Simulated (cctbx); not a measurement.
## Symmetry from intensities

Cell: a = 8.3010 Å, b = 8.3010 Å, c = 21.5550 Å, α = 90.00°, β = 90.00°, γ = 120.00°. Expected content of the cell: Ta4 Cs6 I18.

Simulated single-crystal data (cctbx): Cu Kα, λ = 1.54184 Å, to d = 0.83 Å, 80 % of the full sphere, strongest reflection 70000 counts, noise from counting, a 2 % proportional error and a noise floor of 4 counts (s.d.); no absorption.

A first pass over the reflections prints:

```text
7466 reflections to d = 0.830 A
centring   violations  <I/sigma> of those
    A       2887 of  3714     14.6
    B       2884 of  3734     14.5
    C       2975 of  3758     11.8
    I       2926 of  3771     14.5
    R       3915 of  4949     14.3
    F       4373 of  5603     13.6
Laue class    unique    Rint  (classes that these axes allow; Friedel mates merged)
P -1             4479   0.017
P 1 1 2/m        2408   0.019
P -3             1574   0.021
P -3 1 m          888   0.022
P -3 m 1          965   0.022
P 6/m             821   0.023
P 6/m m m         550   0.023
space group    extra absences  I>4sigma  <I/sigma>
P 6 2 2                 0          0         -  acentric
P 63 2 2               20          0      -0.1  acentric
P 6 m m                 0          0         -  acentric
P 63 m c              434          0       0.1  acentric
P -6 m 2                0          0         -  acentric
P -6 2 m                0          0         -  acentric
P -6 2 c              434          0       0.1  acentric
P 6/m m m               0          0         -  centric
P 63/m m c            434          0       0.1  centric
Wilson B = 1.03 A^2   <|E^2-1|> = 1.167 (0.968 centric, 0.736 acentric)   E^2>4: 6.3 %
shell (A)         n   <I/sigma>
21.56 - 1.66     91     56.8
 1.66 - 1.32     75     59.1
 1.32 - 1.15     67     57.3
 1.15 - 1.05     63     49.3
 1.05 - 0.97     71     55.2
 0.97 - 0.91     60     46.2
 0.91 - 0.87     70     49.2
 0.87 - 0.83     53     44.1
```

Q: Read the symmetry from these tables.

Every centring test has many violations, so the lattice is primitive.

Rint stays low (0.017 to 0.023) up to P 6/m m m, the highest class in these axes.

9 settings pass the absence test. The most absences obeyed, 434, belong to P 63 m c, P -6 2 c and P 63/m m c, which absences can't tell apart.

⟨|E²−1|⟩ = 1.167 is above even the centric ideal, a mark of pseudo-translation (a class of systematically weak reflections). The Wilson B of 1.03 Å² means U ≈ 0.0130 Å².

The true group is P6_3/mmc (no. 194), Laue class 6/mmm, centrosymmetric. The tables only narrow the choice to the tied entries; cell content, site symmetry and trial solutions must settle it.

The model was made for the exercise: a known structure type with other elements put in, its volume estimated, not relaxed; displacement parameters are assumed.

[Logs are printed without paths, hosts, clocks, repeated set-up lines and the standing remarks that a program may print on its own settings, such as how far it seeks lower states.]
